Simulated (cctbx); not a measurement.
# Interatomic vectors of TiInSb

Space group P-62m (no. 189), a = 7.3950 Å, b = 7.3950 Å, c = 3.9050 Å, α = 90.00°, β = 90.00°, γ = 120.00°, content Sb3 In3 Ti3.

The data are simulated with cctbx, not measured: Mo Kα, λ = 0.71073 Å, to d = 0.7 Å, 50 % of the full sphere, strongest reflection 70000 counts, noise from counting, a 4 % proportional error and a noise floor of 8 counts (s.d.); no absorption, some extinction.

Patterson synthesis, origin scaled to 1000:

```text
Patterson group P 6/m m m
      u       v       w   height  length (A)
  0.000   0.000   0.000   1000.0     0.00
  0.333   0.667   0.500    304.8     4.69
  0.071   0.334   0.500    162.8     2.98
  0.000   0.404   0.000    153.8     2.99
  0.333   0.667   0.000    151.0     4.27
  0.181   0.591   0.000    137.8     3.87
  0.200   0.400   0.500     54.5     3.22
  0.246   0.492   0.000     12.9     3.15
  0.000   0.118   0.000      4.9     0.87
  0.053   0.106   0.157      4.5     0.92
  0.068   0.534   0.164     -3.4     3.78
  0.073   0.338   0.255     -6.0     2.49
  0.333   0.667   0.232     -6.5     4.36
  0.000   0.397   0.277     -6.8     3.13
```

Q: Assign the vectors.

A peak at u stands for all pairs with xi − xj = u, with weight Σ ZiZj against Σ Z² = 16458 at the origin. Peak heights follow these weights only roughly, since form factors, motion and series ripples differ, all vectors within 0.55 Å of a peak are counted as merged into it though the farther ones add only part of their weight, and F(000) is left out, which lowers the whole map:

| u | v | w | shortest length (Å) | height | 1000 ΣZiZj/ΣZ² | pairs in the cell |
| --- | --- | --- | --- | --- | --- | --- |
| 0.333 | 0.667 | 0.500 | 4.69 | 305 | 316 | 2 × Sb–Sb |
| 0.071 | 0.334 | 0.500 | 2.98 | 163 | 152 | 1 × Sb–In |
| 0.000 | 0.404 | 0.000 | 2.99 | 154 | 152 | 1 × Sb–In |
| 0.333 | 0.667 | 0.000 | 4.27 | 151 | 158 | 1 × Sb–Sb |
| 0.181 | 0.591 | 0.000 | 3.87 | 138 | 146 | 1 × In–In |
| 0.200 | 0.400 | 0.500 | 3.22 | 54 | 131 | 2 × In–Ti |

The table stops at ten peaks or at a height of 45, below which ripples compete. In the model behind the data Sb, the heaviest element, has 2 independent sites: (1/3, 2/3, 1/2) and (0, 0, 0), up to an allowed shift of origin; the Sb–Sb vectors are differences of these positions and their symmetry mates. Elements of similar Z can't be told apart from the map alone. The whole model:

| atom | mult. | x | y | z | Ueq (Å²) |
| --- | --- | --- | --- | --- | --- |
| Sb1 | 2 | 1/3 | 2/3 | 1/2 | 0.0172 |
| Sb2 | 1 | 0 | 0 | 0 | 0.0157 |
| In1 | 3 | 0 | 0.5932 | 0 | 0.0152 |
| Ti1 | 3 | 0.7516 | 0.7516 | 1/2 | 0.0192 |

The model was made for the exercise: a known structure type with other elements put in, its volume estimated, not relaxed; displacement parameters are assumed.

[Logs are printed without paths, hosts, clocks, repeated set-up lines and the standing remarks that a program may print on its own settings, such as how far it seeks lower states.]
